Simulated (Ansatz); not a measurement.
# H2O on Nb(110), shortbridge start, 2x2 cell: photoemission fingerprints, part 2 of 3

Aim: how the adsorbate changes the work function, the valence spectrum and the core levels in H2O on Nb(110), shortbridge start, 2x2 cell.

Ansatz 0.2.0; DFT, PBE, plane-wave PAW, default files, scalar-relativistic.

So far, work function, upper face (eV): step 2 (the clean face) 4.48; step 3 (relaxing the atoms) 2.84.

### Step 4. Layer-resolved bands, DOS and potential

This is the main run. States are solved along the surface zone's path and weighed by where they lie along the normal, since photoemission sees the top layers. The cell holds 4 small cells, so the bands are unfolded.

The input, input.yaml:

```yaml
crystal:
  lattice:
    - [6.62, 0.0, 0.0]
    - [3.31, 4.6810468915, 0.0]
    - [0.0, 0.0, 24.0215703372]
  atoms:
    - { symbol: H, position: [0.1456876146, 0.1355498352, 0.7083411503] }
    - { symbol: H, position: [0.8474614212, 0.3733902255, 0.7074398779] }
    - { symbol: O, position: [-0.0022511654, 0.2518931625, 0.6848775136] }
    - { symbol: Nb, position: [0.0013047674, -0.0090801809, 0.6031989216] }
    - { symbol: Nb, position: [0.5132957277, -0.01360018, 0.5993133209] }
    - { symbol: Nb, position: [-0.0019470966, 0.509339107, 0.6031584603] }
    - { symbol: Nb, position: [0.4857268325, 0.5140586662, 0.5992994296] }
    - { symbol: Nb, position: [0.7501275607, 0.4999994208, 0.5075401257] }
    - { symbol: Nb, position: [0.2479177969, 0.5036320128, 0.5070539172] }
    - { symbol: Nb, position: [0.7519104552, -0.0034678698, 0.5070813385] }
    - { symbol: Nb, position: [0.2496594223, 0.0001759013, 0.5075204773] }
    - { symbol: Nb, position: [0.0, 0.0, 0.409653628] }
    - { symbol: Nb, position: [0.5, 0.0, 0.409653628] }
    - { symbol: Nb, position: [0.0, 0.5, 0.409653628] }
    - { symbol: Nb, position: [0.5, 0.5, 0.409653628] }
    - { symbol: Nb, position: [0.75, 0.5, 0.312219388] }
    - { symbol: Nb, position: [0.25, 0.5, 0.312219388] }
    - { symbol: Nb, position: [0.75, 0.0, 0.312219388] }
    - { symbol: Nb, position: [0.25, 0.0, 0.312219388] }
kpoints:
  mp_grid: { grid: [8, 8, 1] }
scf:
  occupations: { method: fermi_dirac, width: 0.05 }
  n_extra_bands: 21
hamiltonian:
  xc: pbe
  pseudopotentials: { kind: paw }
output:
  forces: true
  write_potential: true
  volumetric_format: []
  efg: { contact_densities: true }
  dos:
    projected:
      site_lists:
        adsorbate: [0, 1, 2]
        layer_1: [3, 4, 5, 6]
        layer_2: [7, 8, 9, 10]
        layer_3: [11, 12, 13, 14]
        other_layers: [15, 16, 17, 18]
    de: 0.05
    e_range: [-30, 12]
    method: { smearing: { sigma: 0.15, scheme: gaussian } }
  eigenstates:
    kpoints:
      - [0.0, 0.0, 0.0]
      - [-0.125, 0.0, 0.0]
      - [-0.25, 0.0, 0.0]
      - [-0.375, 0.0, 0.0]
      - [0.5, 0.0, 0.0]
      - [0.375, 0.0, 0.0]
      # [... 26 more points ...]
      - [-0.14285714, 0.14285714, 0.0]
      - [-0.07142857, 0.07142857, 0.0]
    e_range: [-8.0, 4.0]
    unfold:
      supercell_matrix: [[2, 0, 0], [0, 2, 0], [0, 0, 1]]
      layers:
        axis: 3
        edges: [0.145702, 0.434119, 0.434219, 0.562909, 0.563009, 0.874857]
efield:
  axis: 3
  dipole_correction: true
```

Started as:

```console
ansatz run input.yaml --threads 8 --pin off --max-ram 20480MiB --backend cpu --events-out ev --progress --plain --runs-dir out
```

It took 3.6 min on 8 threads of Arm Neoverse V1, shared host; peak memory 5.9 GiB.

Numbers from this step:

```
free energy                                    : -73428.1768 eV
energy at zero smearing                        : -73428.0879 eV
smearing term TS                               : 0.1779 eV
Fermi energy                                   : 5.011 eV
share of occupied states in no projected shell : 0.0078 of the occupied states in the window
DOS at the Fermi level                         : 21.79 states/eV/cell
work function, upper face                      : 2.840 eV
work function, lower face                      : 4.535 eV
```

A(k,E), total over k along the path and E. Zero: Fermi level.

Values in eV⁻¹, 12 rows by 16 columns, each cell a mean:
```
1.63 1.11 1.45 2.14 3.75 2.54 1.66 1.38 1.28 1.55 2.21 2.78 1.83 1.37 1.45 1.86
1.32 1.06 2.79 3.34 4.24 2.41 0.67 1.55 1.04 2.95 3.38 2.09 1.51 2.37 2.41 1.44
1.66 3.48 3.82 3.73 4.66 1.55 1.44 1.72 3.82 3.87 3.89 4.80 2.91 1.98 2.45 1.61
1.98 3.76 3.15 2.46 2.40 2.18 1.64 2.33 3.84 2.83 2.53 3.32 3.41 2.93 3.39 2.09
2.95 1.67 1.25 1.23 0.78 1.63 1.31 2.58 1.40 1.29 1.12 1.16 3.36 4.08 3.74 2.94
2.26 2.14 1.02 0.32 1.65 3.37 2.58 2.26 2.09 0.71 0.37 1.78 2.97 2.85 2.33 2.36
2.25 1.83 1.78 1.81 1.61 1.89 3.40 2.26 1.69 1.89 1.83 1.53 0.66 0.32 0.47 2.01
0.29 0.62 1.14 1.38 0.96 0.24 0.42 0.28 0.77 1.21 1.35 0.86 0.13 0.11 0.11 0.25
0.09 0.11 0.85 0.82 0.52 0.09 0.12 0.10 0.21 0.88 0.87 0.37 0.07 0.06 0.06 0.09
0.11 0.12 0.31 0.79 0.15 0.11 0.14 0.14 0.12 0.42 0.70 0.14 0.10 0.10 0.12 0.15
0.19 0.19 0.21 0.24 0.23 0.24 0.25 0.28 0.26 0.24 0.24 0.21 0.22 0.23 0.26 0.28
0.03 0.03 0.04 0.05 0.04 0.03 0.03 0.03 0.04 0.04 0.05 0.03 0.03 0.03 0.03 0.03
```
Columns: k along the path (Å⁻¹) from 0 to 5.89 (not evenly spaced); rows upwards: E (eV) from -7.7 to 1.71.

A(k,E), top over k along the path and E. Zero: Fermi level.

Ten even steps from '0' (0.01 eV⁻¹) to '9' (1.38 eV⁻¹), each cell a mean:
```
631524566553551232457743322355
131343248832122143333642243442
132254448741014135446422578531
324255578642232434556434733633
235654469423223665446766344531
126978998422212798998975347521
245676554442235556566576467553
875444421311375444442379644457
211111101331111111110134555521
333210001453323321000243555353
554430013455565442001423321236
232232133145423324114210000022
211124431113421122442200000002
000122221000000012222000000000
000012310000000001331000000000
000000000000000001001000000000
000001100000000000110000000000
000000000000000000000000000000
222222222222233222222222222233
000000000000000000000000000000
000000000000000000000000000000
000000000000000000000000000000
```
Columns: k along the path (Å⁻¹) from 0 to 5.89 (not evenly spaced); rows upwards: E (eV) from -7.7 to 1.71.

A(k,E), middle over k along the path and E. Zero: Fermi level.

Values in eV⁻¹, 12 rows by 16 columns, each cell a mean:
```
0.32 0.20 0.36 0.58 0.92 0.55 0.37 0.27 0.25 0.41 0.57 0.56 0.30 0.27 0.31 0.36
0.40 0.24 0.92 1.31 1.14 0.46 0.19 0.43 0.26 1.03 1.28 0.58 0.37 0.29 0.33 0.43
0.58 0.98 1.08 0.94 1.26 0.38 0.37 0.61 1.08 1.07 1.00 1.36 0.73 0.48 0.62 0.60
0.60 1.14 0.70 0.41 0.71 0.80 0.61 0.72 1.14 0.57 0.46 0.91 0.81 0.77 1.02 0.64
1.03 0.58 0.42 0.40 0.24 0.44 0.47 0.92 0.49 0.44 0.36 0.36 1.07 1.46 1.33 1.01
0.47 0.56 0.30 0.08 0.52 1.11 0.58 0.47 0.58 0.21 0.10 0.57 1.26 1.25 1.01 0.55
0.98 0.70 0.52 0.55 0.50 0.80 1.35 0.98 0.58 0.56 0.56 0.49 0.29 0.13 0.20 0.89
0.11 0.28 0.32 0.34 0.34 0.09 0.16 0.11 0.33 0.31 0.33 0.33 0.05 0.04 0.04 0.10
0.03 0.04 0.36 0.28 0.23 0.03 0.04 0.03 0.09 0.36 0.32 0.16 0.02 0.02 0.02 0.03
0.02 0.02 0.10 0.32 0.03 0.02 0.02 0.02 0.02 0.15 0.28 0.03 0.01 0.01 0.01 0.02
0.01 0.01 0.02 0.03 0.02 0.01 0.01 0.01 0.01 0.02 0.03 0.01 0.01 0.01 0.01 0.01
0.01 0.01 0.01 0.01 0.01 0.01 0.01 0.01 0.01 0.01 0.01 0.01 0.01 0.01 0.01 0.01
```
Columns: k along the path (Å⁻¹) from 0 to 5.89 (not evenly spaced); rows upwards: E (eV) from -7.7 to 1.71.

A(k,E), bottom over k along the path and E. Zero: Fermi level.

Values in eV⁻¹, 12 rows by 16 columns, each cell a mean:
```
0.74 0.50 0.63 0.92 1.82 1.25 0.80 0.65 0.58 0.65 0.96 1.35 1.03 0.61 0.66 0.89
0.57 0.45 1.13 1.36 2.00 1.25 0.30 0.70 0.42 1.23 1.39 0.86 0.66 1.26 1.21 0.64
0.68 1.59 1.91 1.95 2.27 0.71 0.69 0.71 1.78 1.93 2.02 2.34 1.37 0.91 1.15 0.67
0.85 1.74 1.46 1.10 0.99 0.88 0.63 1.01 1.82 1.33 1.12 1.48 1.70 1.38 1.54 0.90
1.34 0.68 0.48 0.48 0.32 0.77 0.58 1.22 0.57 0.49 0.43 0.47 1.46 1.85 1.70 1.39
1.12 0.99 0.45 0.12 0.72 1.54 1.34 1.12 0.95 0.31 0.15 0.76 1.19 1.07 0.89 1.15
0.91 0.80 0.80 0.82 0.72 0.74 1.38 0.90 0.74 0.85 0.83 0.69 0.25 0.12 0.18 0.79
0.11 0.25 0.54 0.64 0.43 0.10 0.16 0.11 0.32 0.57 0.63 0.38 0.05 0.04 0.04 0.10
0.04 0.04 0.36 0.37 0.22 0.03 0.04 0.03 0.09 0.38 0.39 0.15 0.03 0.02 0.02 0.03
0.02 0.02 0.10 0.31 0.04 0.02 0.02 0.02 0.02 0.15 0.27 0.03 0.02 0.01 0.01 0.02
0.01 0.01 0.02 0.03 0.02 0.01 0.01 0.01 0.01 0.03 0.03 0.02 0.01 0.01 0.01 0.01
0.01 0.01 0.01 0.02 0.01 0.01 0.01 0.01 0.01 0.01 0.02 0.01 0.01 0.01 0.01 0.01
```
Columns: k along the path (Å⁻¹) from 0 to 5.89 (not evenly spaced); rows upwards: E (eV) from -7.7 to 1.71.

Peaks of A(k,E) at the labelled points: for each region the eleven nearest the zero at most, each over 6 % of that point's highest, less those above the energy where the solved bands run out; weight and spread sum the levels within three half widths or 0.3 eV, so near peaks share levels. Peaks of the spectral function, the first 40 of 131 rows:

```tsv
point	weight on	E (eV)	A (1/eV)	weight near the peak	rms spread of levels (eV)
(½,0)	total	-6.26	0.475	0.209	0
(½,0)	total	-3.42	4.349	2.014	0.042
(½,0)	total	-2.66	4.293	1.973	0.049
(½,0)	total	-1.54	6.574	3.989	0.087
(½,0)	total	0.16	3.681	1.998	0.115
(½,0)	total	1.66	3.729	1.989	0.081
(½,0)	top	-6.26	0.449	0.209	0
(½,0)	top	-3.42	0.631	0.286	0.081
(½,0)	top	-2.64	1.318	0.641	0.061
(½,0)	top	-1.44	1.591	0.855	0.079
(½,0)	top	-0.58	0.205	0.063	0.117
(½,0)	top	0.14	0.807	0.421	0.104
(½,0)	top	1.66	1.318	0.691	0.08
(½,0)	middle	-3.42	2.013	0.954	0.031
(½,0)	middle	-2.66	0.76	0.312	0.051
(½,0)	middle	-1.58	2.348	1.352	0.084
(½,0)	middle	0.14	1.304	0.742	0.127
(½,0)	middle	1.66	0.709	0.37	0.078
(½,0)	bottom	-3.42	1.702	0.774	0.031
(½,0)	bottom	-2.68	2.22	1.02	0.038
(½,0)	bottom	-1.56	3.008	1.78	0.083
(½,0)	bottom	0.16	1.581	0.828	0.103
(½,0)	bottom	1.66	1.701	0.927	0.082
Γ	total	-4.52	2.281	0.972	0
Γ	total	-3.7	4.026	1.997	0.062
Γ	total	-1.62	2.613	2.032	0.185
Γ	total	-1.26	2.863	2.032	0.185
Γ	total	-0.52	4.308	2.87	0.157
Γ	total	0.14	4.807	3.024	0.198
Γ	total	0.58	4.604	2.915	0.188
Γ	total	1.42	2.621	2.111	0.161
Γ	total	1.7	3.109	2.2	0.176
Γ	top	-5.52	0.275	0.109	0
Γ	top	-4.52	0.684	0.297	0
Γ	top	-3.74	1.004	0.489	0.091
Γ	top	-1.62	0.718	0.579	0.183
Γ	top	-1.26	0.9	0.579	0.183
Γ	top	-0.76	1.427	1.014	0.134
Γ	top	-0.58	1.485	1.014	0.134
Γ	top	0.12	0.747	0.536	0.225
```

The DOS has structure finer than the step of the table below, so its rows give means over 2 eV, whole bins alone (the curve runs from -30.0 to 1.43 eV). Peaks (eV: height): total -23.6: 7.21, -2.6: 23.2, -1.4: 31.8, -0.5: 27.8; Nb 4d -2.6: 19.2, -1.4: 30.6; Nb 5s -3.4: 4.86, -0.5: 2.91; O 2p -11.6: 4.75, -8.6: 5.39, -6.3: 6.53; Nb 5p* -2.4: 0.466, 0.1: 1.19, 1.1: 1.40.

* holds the states left over by the projection beside any projected weight of its own. The DOS by E, zero at the Fermi level; means over each step; 7 of 8 lines; values in states/eV/cell:

```tsv
E (eV)	total	Nb 4d	Nb 5s	O 2p	Nb 5p*	H 1s	O 2s
-26	0	0	0	0	0	0	0
-24	1.000	0.0134	0.00893	0.0198	0.00464	0.216	0.728
-22	0	0	0	0	0	0	0
-20	0	0	0	0	0	0	0
-18	0	0	0	0	0	0	0
-16	0	0	0	0	0	0	0
-14	0	0	0	0	0	0	0
-12	1.000	0.00742	9.4e-4	0.708	0.0176	0.266	0
-10	7.8e-5	0	0	6.0e-5	0	4.5e-6	0
-8	1.000	0.0575	0.0401	0.780	0.0124	0.0580	0.0515
-6	1.24	0.0498	0.262	0.920	0.0103	9.5e-5	4.5e-4
-4	5.81	3.19	2.47	0.0128	0.125	0.00272	0.00527
-2	21.4	19.2	1.71	0.0273	0.398	0.00847	0.00967
0	20.4	17.3	1.95	0.0249	0.910	0.116	0.0497
```

Sums over each group's atoms; a table of it gives point samples, which can step over narrow peaks. The DOS of the group by E, zero at the Fermi level; 7 of 15 lines; values in states/eV:

```tsv
E (eV)	other layers: Nb 4d	layer 1: Nb 4d	layer 2: Nb 4d	layer 3: Nb 4d	adsorbate: O 2p	other layers: Nb 5s	layer 1: Nb 5s
-26	0	0	0	0	0	0	0
-24	0	5.6e-4	0	0	8.4e-4	0	3.7e-4
-22	0	0	0	0	0	0	0
-20	0	0	0	0	0	0	0
-18	0	0	0	0	0	0	0
-16	0	0	0	0	0	0	0
-14	0	0	0	0	0	0	0
-12	0	0.00119	0	0	0.115	0	1.4e-4
-10	0	0	0	0	0	0	0
-8	0	3.0e-4	0	0	0.00424	0	2.1e-4
-6	0	0.0472	0.00156	4.2e-5	0.944	3.3e-5	0.0265
-4	0.0827	0.0958	0.0872	0.0796	0.00957	0.515	0.450
-2	3.19	3.16	3.08	3.15	0.0233	0.332	0.313
0	5.38	5.04	3.94	4.24	0.0241	0.780	0.680
```

Simulated valence spectra by photon energy, shown to 13 eV, since a deeper line would dwarf them at some energies; the 100 % can be that line's tail at the edge; this run's widths, added to any smearing of the DOS itself: Gaussian 0.6 eV, Lorentzian 0.2 eV plus 0.05 an eV of depth. The intensity by binding energy, zero at the Fermi level; values in % of the maximum within 13 eV:

```tsv
binding energy (eV)	21.2 eV	40.8 eV	100 eV	1486.7 eV	8047.8 eV
-1.0	3.10	3.41	1.19	3.24	3.93
-0.5	9.50	9.94	2.86	9.76	11.2
0.0	47.2	48.3	12.5	48.3	54.7
0.5	88.2	90.7	22.9	89.7	98.4
1.0	98.0	99.5	23.4	98.2	95.8
1.5	92.9	91.4	20.6	92.9	85.4
2.0	69.4	69.0	16.6	70.3	74.1
2.5	67.8	67.5	17.5	70.4	90.0
3.0	52.9	52.2	15.0	56.7	87.7
3.5	28.4	28.9	10.3	32.2	65.1
4.0	9.62	11.7	6.68	12.3	37.8
4.5	4.09	7.26	6.48	5.81	23.8
5.0	2.81	8.29	9.38	3.52	15.4
5.5	3.64	18.5	23.5	2.48	9.16
6.0	8.95	58.5	76.9	2.52	5.14
6.5	9.84	66.2	87.4	2.35	3.73
7.0	3.87	24.6	32.2	1.34	2.49
7.5	2.52	15.5	20.6	1.13	2.21
8.0	4.81	31.7	42.9	1.70	2.94
8.5	8.87	60.0	81.8	2.72	4.27
9.0	5.35	36.6	49.8	1.81	3.07
9.5	1.85	13.5	18.1	0.916	1.89
10.0	0.887	8.71	11.4	0.685	1.59
10.5	0.565	10.9	14.0	0.660	1.53
11.0	0.411	23.9	30.7	0.821	1.59
11.5	-	46.8	60.1	1.14	1.75
12.0	-	35.2	45.1	0.966	1.71
12.5	-	13.5	17.4	0.658	1.62
```

Maxima picked by a test of local sharpness, so broad peaks and shoulders can be missing; peaks within 0.45 eV of a curve's cut are left out. Valence peaks, by row:

```tsv
photon energy (eV)	binding energy (eV)	height (% of the maximum within 13 eV)	main shell	its share (%)
21.2	8.55	8.962	O 2p	85.02
21.2	6.3	11.26	O 2p	88.08
21.2	2.35	68.47	Nb 4d	99.41
21.2	1.2	100	Nb 4d	99.56
40.8	23.55	10.95	O 2s	71.63
40.8	11.6	48.43	O 2p	92.89
40.8	8.55	60.7	O 2p	94.93
40.8	6.3	75.77	O 2p	97.76
40.8	2.35	68.28	Nb 4d	95.96
40.8	1.15	100	Nb 4d	97.39
100	23.55	40.33	O 2s	94.04
100	11.6	62.18	O 2p	97.02
100	8.55	82.75	O 2p	93.4
100	6.3	100	O 2p	99.33
100	2.5	17.56	Nb 4d	69.46
100	0.75	23.91	Nb 4d	72.78
1487	23.6	9.023	O 2s	73.39
1487	2.4	70.79	Nb 4d	94.66
1487	1.2	100	Nb 4d	97.91
8048	23.7	20.96	O 2s	51.51
8048	8.55	4.296	O 2s	32.01
8048	2.7	92.14	Nb 4d	53.27
8048	0.6	100	Nb 4d	69.93
```

The planar mean, electrostatic potential oscillates, so the rows of the table below give means over windows of 2.37 Å about each position, cut where the curve ends. Its maxima inside the range that stand out by 2 % of the span (Å: eV): 1.5: 4.54, 8.6: -1.13, 11.0: -1.08, 13.3: -1.77, 15.9: 1.23. Its minima: 7.6: -21.5, 9.8: -21.4, 12.2: -21.4, 14.4: -21.4, 16.9: 0.272.

From the Fermi level. The planar mean, electrostatic potential by z; means over each step:

```tsv
z (Å)	planar mean, electrostatic potential (eV)
1.19	4.22
3.56	4.51
5.93	0.0633
8.29	-10.9
10.67	-10.9
13.04	-11.7
15.41	-7.05
17.77	2.02
20.14	2.83
22.52	2.90
```

The intensity has structure finer than the step of the table below, so its rows give means over 1 eV, whole bins alone (the curve runs from -30.0 to 1.43 eV). Peaks (eV: height): O K -11.6: 62.2, -8.6: 78.6, -6.3: 99.8; O K, E along x -11.6: 96.5, -6.3: 138; O K, E along y -11.6: 86.5, -6.3: 154; O K, E along z -8.6: 225; Nb L-beta2 -1.3: 100.0.

Shapes are the site's partial DOS without matrix elements, which overweights lines from ligand s bands. The intensity by emission energy less the core level's binding energy, zero at the Fermi level; means over each step; values in % of the unpolarised maximum:

```tsv
emission energy less the core level's binding energy (eV)	O K	O K, E along x	O K, E along y	O K, E along z	Nb L-beta2
-29	0.110	0.0946	0.0923	0.145	0.268
-28	0.131	0.105	0.102	0.185	0.246
-27	0.164	0.118	0.114	0.259	0.240
-26	0.232	0.133	0.128	0.435	0.250
-25	0.448	0.152	0.146	1.04	0.274
-24	1.09	0.176	0.169	2.91	0.308
-23	1.03	0.205	0.197	2.68	0.329
-22	0.482	0.243	0.231	0.972	0.342
-21	0.359	0.293	0.278	0.506	0.366
-20	0.367	0.361	0.340	0.401	0.400
-19	0.425	0.456	0.428	0.392	0.445
-18	0.528	0.597	0.558	0.429	0.499
-17	0.696	0.820	0.763	0.504	0.566
-16	0.984	1.21	1.12	0.626	0.648
-15	1.55	2.00	1.83	0.820	0.751
-14	2.97	4.08	3.70	1.14	0.882
-13	9.62	14.3	12.9	1.71	1.06
-12	45.7	70.8	63.4	2.91	1.29
-11	36.4	54.3	48.8	6.02	1.59
-10	14.0	10.6	9.70	21.9	2.04
-9	52.2	5.28	5.27	146	2.73
-8	49.0	8.12	8.79	130	3.66
-7	46.6	57.2	63.8	18.6	5.18
-6	74.1	102	114	5.73	8.11
-5	12.0	15.5	17.2	3.30	14.8
-4	3.84	4.20	4.63	2.69	32.5
-3	3.34	3.39	3.53	3.12	63.9
-2	2.88	2.69	2.81	3.13	90.2
-1	2.54	2.27	2.44	2.88	96.4
0	1.46	1.43	1.44	1.39	64.4
```

Sums over each group's atoms; left-over states aren't shared out by site; the window's lower edge cuts through Nb 4p, whose entries are artefacts of the cut. Site centres, by row:

```tsv
group	element	shell	occupied states	centre of occupied part (eV)	centre up to the window's top (eV)
adsorbate	H	1s	1.199	-14.55	-11.84
adsorbate	O	2s	1.641	-21.5	-20.42
adsorbate	O	2p	4.964	-8.568	-8.491
layer 1	Nb	5s	2.926	-2.879	-2.178
layer 1	Nb	4p	2.005	-29.91	-29.91
layer 1	Nb	4d	16.9	-1.637	-1.056
layer 2	Nb	5s	2.677	-3.104	-2.705
layer 2	Nb	4p	8.424	-29.86	-29.86
layer 2	Nb	4d	16.69	-1.768	-1.349
layer 3	Nb	5s	2.695	-3.096	-2.688
layer 3	Nb	4p	6.816	-29.88	-29.88
layer 3	Nb	4d	16.66	-1.722	-1.296
other layers	Nb	5s	2.988	-2.496	-1.8
other layers	Nb	4p	1.127	-29.93	-29.93
other layers	Nb	4d	16.81	-1.42	-0.8559
```

Shapes are the site's partial DOS without matrix elements, which overweights lines from ligand s bands. Emission peaks, by row:

```tsv
line	energy (eV)	height (%)
O K	-11.6	62.44
O K	-8.55	78.88
O K	-6.3	100
O K, E along x	-11.6	96.87
O K, E along x	-6.3	138.3
O K, E along y	-11.6	86.78
O K, E along y	-6.3	154.7
O K, E along z	-8.55	226
Nb L-beta2	-1.25	100
```

The spectra weight each projected shell by its atomic cross section (Dirac–Hartree–Slater) and angular factor, for unpolarised light with the analyser at 60° from the beam. Broadening, on top of any smearing of the DOS itself: a Gaussian of 0.6 eV and a Lorentzian of 0.2 eV plus 0.05 times the binding energy (full widths), Fermi edge at 300 K. Each atom is damped by exp[−depth/(λ cos θ)], θ = 60° from the normal, λ from the universal curve. Curves are cut 10 eV under the photon energy, above any shell that the free atom's threshold puts out of reach, or at the lower edge of the window: 11.2 eV at 21.2 eV, 30 eV at 40.8 eV, 30 eV at 100 eV, 30 eV at 1486.7 eV and 30 eV at 8047.8 eV. A star in tables and legends marks shells that hold the states left over by the projection (0.8 % of the filled ones), a stand-in for orbitals that the files don't project on. Dipole terms alone, which is rough above 3 keV; no background, satellites or final-state effects.

How the area divides among the shells (%):

```tsv
shell	21.2 eV	40.8 eV	100 eV	1486.7 eV	8047.8 eV
H 1s	0.4	1.9	1.1	0.0	0.0
O 2s	0.0	3.5	19.4	3.5	2.6
O 2p	7.4	41.6	63.8	0.7	0.1
Nb 5s	0.1	0.2	1.2	3.1	13.6
Nb 4p	0.0	4.5	4.1	34.5	63.6
Nb 4d	92.1	48.3	10.3	58.0	19.8
```

The window's lower edge cuts through Nb 4p, so the shares at energies that reach it are artefacts of the cut.

Regions along c: top from 13.5 to 21.0 Å, middle from 10.4 to 13.5 Å, bottom from 3.5 to 10.4 Å.

States with weight above 0.08 nearest the zero at (0,½) of the zone, within the window kept, -6.3 to 1.7 eV (levels that the program groups as degenerate share a row):

```tsv
E (eV)	weight, total	weight, top	weight, middle	weight, bottom
-2.38	0.91	0.22	0.21	0.47
-1.39	0.42	0.07	0.22	0.13
-1.32	0.57	0.09	0.29	0.20
-0.79	0.44	0.14	0.13	0.17
-0.60	0.34	0.08	0.11	0.14
-0.53	0.25	0.06	0.08	0.11
-0.12	0.92	0.25	0.17	0.51
1.50	0.67	0.22	0.14	0.31
1.62	0.09	0.03	0.02	0.04
1.66	0.20	0.07	0.05	0.08
```

The largest force component on a free atom is 0.043 eV/Å, a little over the usual target of 0.03 eV/Å. At the Fermi level the DOS is 21.79 states/eV a cell, and on the broadened curves Nb 4d holds 84 % of the total there.

(Part 2 of 3 ends here.)

[Logs are printed without paths, hosts, clocks, repeated set-up lines and the standing remarks that a program may print on its own settings, such as how far it seeks lower states.]

[Hosts, paths, dates, database ids (printed as entryN), source tags and the programs' standing remarks are cut or masked in the printed files.]

[Maps of the electrostatic potential energy from Ansatz leave out the sawtooth potential of an applied field or a dipole correction, so their vacuum need not be flat; work functions include it.]
